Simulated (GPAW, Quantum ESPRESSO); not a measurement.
# Y L₃ ELNES/XANES of Y (P6_3/mmc) from DFT, part 2 of 5

Do two independent programs agree on the Y L₃ edge of Y (P6_3/mmc)? The same cell and functional are run with XSpectra and with GPAW.

Quantum ESPRESSO 7.5 and GPAW 26.7.0; core-hole supercells, plane-wave PAW PBE.

So far. Step 2 (Ground state of the crystal (Quantum ESPRESSO)): The mesh shows no gap, so the system is treated as a metal and the core electron is put at the Fermi level (neutral cell). Step 3 (Spectrum without a core hole, Y atom 1 (Quantum …): Main maxima below 30 eV (height): 2.0 eV (1.45), 4.8 eV (2.18) and 17.6 eV (0.71). At an L edge the dipole rule selects empty d (and weakly s) states on the absorber, and the strong line at the onset measures the empty part of its d band.

**5. The atom with a core hole (Quantum ESPRESSO)**

Level of this step: all-electron atom with a core hole and its PAW potential, PBE, scalar-relativistic (Quantum ESPRESSO).

The final state has one core electron fewer, so a PAW data set is made for an atom with that hole.

The input, Y.pbe-spn-kjpaw-2pch.ld1.in:

```
&input
   title='Y', zed=39., rel=1, iswitch=3, dft='PBE',
   config='1s2 2s2 2p5 3s2 3p6 3d10 4s2 4p6 5s2 5p0 4d2'
/
&inputp
   file_pseudopw='Y.pbe-spn-kjpaw-2pch.UPF', author='',
   lpaw=.true.,
   pseudotype=3,
   lloc=-1,
   rcloc=1.6,
   which_augfun='PSQ',
   rmatch_augfun_nc=.true.,
   nlcc=.true.,
   new_core_ps=.true.,
   rcore=1.2,
   tm=.true.,
   zval=12,
   lgipaw_reconstruction=.true., use_paw_as_gipaw=.true.
/
6
4S  1  0  2.00  0.00  1.08  1.40  0.0
5S  2  0  2.00  0.00  1.08  1.40  0.0
4P  2  1  6.00  0.00  1.17  1.60  0.0
5P  3  1  0.00  0.00  1.17  1.60  0.0
4D  3  2  2.00  0.00  1.08  1.80  0.0
4D  3  2  0.00  0.50  1.08  1.80  0.0
```

The run is started by

```bash
ld1.x < Y.pbe-spn-kjpaw-2pch.ld1.in > Y.pbe-spn-kjpaw-2pch.ld1.out
```

Log:

```text
     [... banner and references ...]
PAW data will be used for GIPAW calculation
     --------------------------- All-electron run ----------------------------

     Y
     scalar relativistic calculation

     atomic number is 39.00
     dft =PBE   lsd =0 sic =0 latt =0  beta=0.20 tr2=1.0E-14
     Exchange-correlation= PBE
                           (   1   4   3   4   0   0   0)
     mesh =1223 r(mesh) = 100.62879 a.u. xmin = -7.00 dx = 0.01250
     1 Ry =  13.60569312 eV, c = 137.03599908

     n l     nl                  e(Ry)          e(Ha)          e(eV)
     1 0     1S 1( 2.00)     -1249.9724      -624.9862    -17006.7411
     2 0     2S 1( 2.00)      -175.7287       -87.8644     -2390.9109
     2 1     2P 1( 5.00)      -157.8373       -78.9187     -2147.4864
[...]
3 2     3D 1(10.00)       -13.0298        -6.5149      -177.2801
[...]
final scf error:  9.3E-15 reached in  27 iterations

     Etot =   -6616.191167 Ry,   -3308.095584 Ha,  -90017.866663 eV

     Ekin =    6795.554300 Ry,    3397.777150 Ha,   92458.226407 eV
     Encl =  -15890.471362 Ry,   -7945.235681 Ha, -216200.876934 eV
     Eh   =    2690.200884 Ry,    1345.100442 Ha,   36602.047673 eV
     Exc  =    -211.474989 Ry,    -105.737495 Ha,   -2877.263809 eV

     normalization and overlap integrals

     s(1S/1S) =  1.000000  <r> =   0.0381  <r2> =    0.0020  r(max) =   0.0247
     s(1S/2S) = -0.007748
     s(1S/3S) = -0.003107
     s(1S/4S) = -0.001223
[...]
s(2S/2S) =  1.000000  <r> =   0.1661  <r2> =    0.0325  r(max) =   0.1404
[...]
s(2P/2P) =  1.000000  <r> =   0.1444  <r2> =    0.0254  r(max) =   0.1121
     s(2P/3P) = -0.001535
     s(2P/4P) = -0.000528
     s(2P/5P) = -0.000123
[...]
Encl =  -15890.471362 Ry,   -7945.235681 Ha, -216200.876934 eV
     Eh   =    2690.200884 Ry,    1345.100442 Ha,   36602.047673 eV
     Exc  =    -211.474989 Ry,    -105.737495 Ha,   -2877.263809 eV

     normalization and overlap integrals

[...]
s(3S/5S) = -0.000135
[...]
s(3P/5P) = -0.000084
     s(3D/3D) =  1.000000  <r> =   0.4519  <r2> =    0.2467  r(max) =   0.3496
     s(3D/4D) = -0.000184
     s(4S/4S) =  1.000000  <r> =   1.2291  <r2> =    1.7132  r(max) =   1.0903
     s(4S/5S) = -0.000073
     s(4P/4P) =  1.000000  <r> =   1.3794  <r2> =    2.1846  r(max) =   1.1900
     s(4P/5P) = -0.000044
     s(5S/5S) =  1.000000  <r> =   3.7819  <r2> =   16.3411  r(max) =   3.1945
     s(5P/5P) =  1.000000  <r> =   5.1983  <r2> =   31.4490  r(max) =   4.1534
     s(4D/4D) =  1.000000  <r> =   2.2509  <r2> =    6.3418  r(max) =   1.5864

     ------------------------ End of All-electron run ------------------------

     ---------------------- Testing the pseudopotential ----------------------

     Y
     scalar relativistic calculation

     atomic number is 39.00   valence charge is 12.00
     dft = SLA  PW   PBX  PBC   lsd =0 sic =0 latt =0  beta=0.20 tr2=1.0E-14
     mesh =1223 r(mesh) = 100.62879 xmin = -7.00 dx = 0.01250

     n l     nl             e AE (Ry)        e PS (Ry)    De AE-PS (Ry)
[...]
3 1     5P   1( 0.00)       -0.10777       -0.10777       -0.00000
     3 2     4D   1( 2.00)       -0.28399       -0.28398       -0.00001

     eps = 6.7E-16  iter =  6

     Etot =   -6616.191167 Ry,   -3308.095584 Ha,  -90017.866663 eV
     Etotps =  -289.810024 Ry,    -144.905012 Ha,   -3943.066248 eV

     Ekin =     134.751273 Ry,      67.375637 Ha,    1833.384473 eV
     Encl =    -286.604032 Ry,    -143.302016 Ha,   -3899.446513 eV
     Ehrt =      73.517886 Ry,      36.758943 Ha,    1000.261792 eV
     Ecxc =    -211.475150 Ry,    -105.737575 Ha,   -2877.266000 eV
     (Ecc =      -4.934715 Ry,      -2.467357 Ha,     -67.140213 eV)

     ---------------------- End of pseudopotential test ----------------------
```

Wall time 0.85 s (1 MPI rank of Intel Xeon 6975P-C (Granite Rapids), shared host); peak memory 0.13 GiB.

**6. Supercell with XCH, Y atom 1 (Quantum ESPRESSO)**

The holes are 6.8 Å apart. The excited electron is kept in the cell, where it fills the lowest empty states and screens the hole.

The input, scf.in:

```
&control
   calculation='scf', prefix='x', pseudo_dir='../pp', outdir='tmp', tprnfor=.true.
/
&system
   ibrav=0, nat=8, ntyp=2, nbnd=55
   ecutwfc=41, ecutrho=340
   occupations='smearing', smearing='mv', degauss=0.015
/
&electrons
   conv_thr=8.0e-08, electron_maxstep=120
   mixing_beta=0.5
/
ATOMIC_SPECIES
Y0 1.0 Y.pbe-spn-kjpaw-2pch.UPF
Y 1.0 Y.pbe-spn-kjpaw.UPF
CELL_PARAMETERS angstrom
  -1.82370000 -3.15874106 -5.73060000
  1.82370000 3.15874106 -5.73060000
  7.29480000 0.00000000 0.00000000
ATOMIC_POSITIONS crystal
Y0   0.45833333 0.79166667 0.16666667
Y    0.95833333 0.29166667 0.16666667
Y    0.45833333 0.79166667 0.66666667
Y    0.95833333 0.29166667 0.66666667
Y    0.54166667 0.20833333 0.83333333
Y    0.04166667 0.70833333 0.83333333
Y    0.54166667 0.20833333 0.33333333
Y    0.04166667 0.70833333 0.33333333
K_POINTS automatic
5 5 5 0 0 0
```

The run is started by

```bash
OMP_NUM_THREADS=1 mpirun --oversubscribe --bind-to none -np 4 pw.x -nk 4 -in scf.in > scf.out
```

Log:

```text
     [... banner and references ...]
[banner, memory and clock lines left out]
using ibrav=0 with symmetry is DISCOURAGED, use correct ibrav instead

     G-vector sticks info

     bravais-lattice index     =            0
     lattice parameter (alat)  =      12.8367  a.u.
     unit-cell volume          =    1782.1904 (a.u.)^3
     number of atoms/cell      =            8
     number of atomic types    =            2
     number of electrons       =        89.00
     number of Kohn-Sham states=           55
     kinetic-energy cutoff     =      41.0000  Ry
     charge density cutoff     =     340.0000  Ry
     scf convergence threshold =      8.0E-08
     mixing beta               =       0.5000
     number of iterations used =            8  plain     mixing
     Exchange-correlation= SLA  PW   PBX  PBC
                           (   1   4   3   4   0   0   0)

     celldm(1)=  12.836695  celldm(2)=   0.000000  celldm(3)=   0.000000
     celldm(4)=   0.000000  celldm(5)=   0.000000  celldm(6)=   0.000000

     crystal axes: (cart. coord. in units of alat)
               a(1) = (  -0.268472  -0.465007  -0.843618 )
               a(2) = (   0.268472   0.465007  -0.843618 )
               a(3) = (   1.073888   0.000000   0.000000 )

     reciprocal axes: (cart. coord. in units 2 pi/alat)
               b(1) = (  0.000000 -1.075252 -0.592685 )
               b(2) = (  0.000000  1.075252 -0.592685 )
               b(3) = (  0.931196 -0.537626  0.000000 )

     ../pp/Y.pbe-spn-kjpaw-2pch.UPF
     Pseudo is Projector augmented-wave + core cor, Zval = 12.0
     Shape of augmentation charge: PSQ
     Using radial grid of 1223 points,  6 beta functions with:
[...]
ethr =  1.27E-10,  avg # of iterations =  3.9

     End of self-consistent calculation

          k = 0.0000 0.0000 0.0000 (  7897 PWs)   bands (ev):

   -38.1880 -33.2856 -33.2387 -33.2270 -33.2230 -33.2204 -33.2165 -33.2132
   -17.1349 -17.1258 -17.1245 -13.5620 -13.5254 -13.5101 -13.4393 -13.4284
   -13.3851 -13.2977 -13.2683 -13.1852 -13.1557 -13.1522 -13.1382 -13.1354
   -13.1347 -13.1243 -13.1103 -13.1011 -13.0740 -13.0392 -13.0344 -13.0152
     4.7892   7.5522   7.7359   7.7500   7.7507   7.7600   7.7613   8.2000
     8.5478   9.2490   9.3587   9.3726   9.4033   9.4587  10.2498  10.6065
    10.6432  10.6917  10.7144  10.7571  10.8195  10.9267  10.9959

     [... bands of 26 further k-points ...]

     the Fermi energy is     9.4016 ev

!    total energy              =   -2268.51502446 Ry
     total all-electron energy =    -54011.759090 Ry
     estimated scf accuracy    <       0.00000001 Ry
     smearing contrib. (-TS)   =      -0.00182214 Ry
     internal energy E=F+TS    =   -2268.51320232 Ry

     The total energy is F=E-TS. E is the sum of the following terms:
     one-electron contribution =    -163.77255290 Ry
     hartree contribution      =     110.09945130 Ry
     xc contribution           =    -142.66549519 Ry
     ewald contribution        =    -471.80307151 Ry
     one-center paw contrib.   =   -1600.37153401 Ry

     convergence has been achieved in  13 iterations

     Forces acting on atoms (cartesian axes, Ry/au):

     atom    1 type  1   force =    -0.00023526    0.00013583   -0.00000000
     atom    2 type  2   force =     0.00203842   -0.00117688    0.00000000
     atom    3 type  2   force =     0.00019779    0.00237493    0.00000000
[...]
atom    7 type  2   force =    -0.00630615    0.00364086   -0.00000000
     atom    8 type  2   force =    -0.00630615    0.00364086   -0.00000000

     Total force =     0.023318     Total SCF correction =     0.000149

     XML data file, charge density, pseudopotentials, collected wavefunctions
```

The job ended after 87 s (4 MPI ranks; peak memory 0.35 GiB).

Energy with the hole: -734867.419 eV, cores included.

(Part 2 of 5 ends here.)

[Banner, clock and machine lines of the logs are left out without a mark of their own.]

[Logs are printed without paths, hosts, clocks, repeated set-up lines and the standing remarks that a program may print on its own settings, such as how far it seeks lower states.]

[Hosts, paths, dates, database ids (printed as entryN), source tags and the programs' standing remarks are cut or masked in the printed files.]

[Lists of maxima count a maximum above −3 eV only where it reaches 4 % of the highest in the window and stands out from its surroundings by 2 % of it (1.5 % where it reaches 55 %); shoulders and weaker maxima are passed over, and of the rest the first, up to two pre-edge ones and the few strongest are named.]
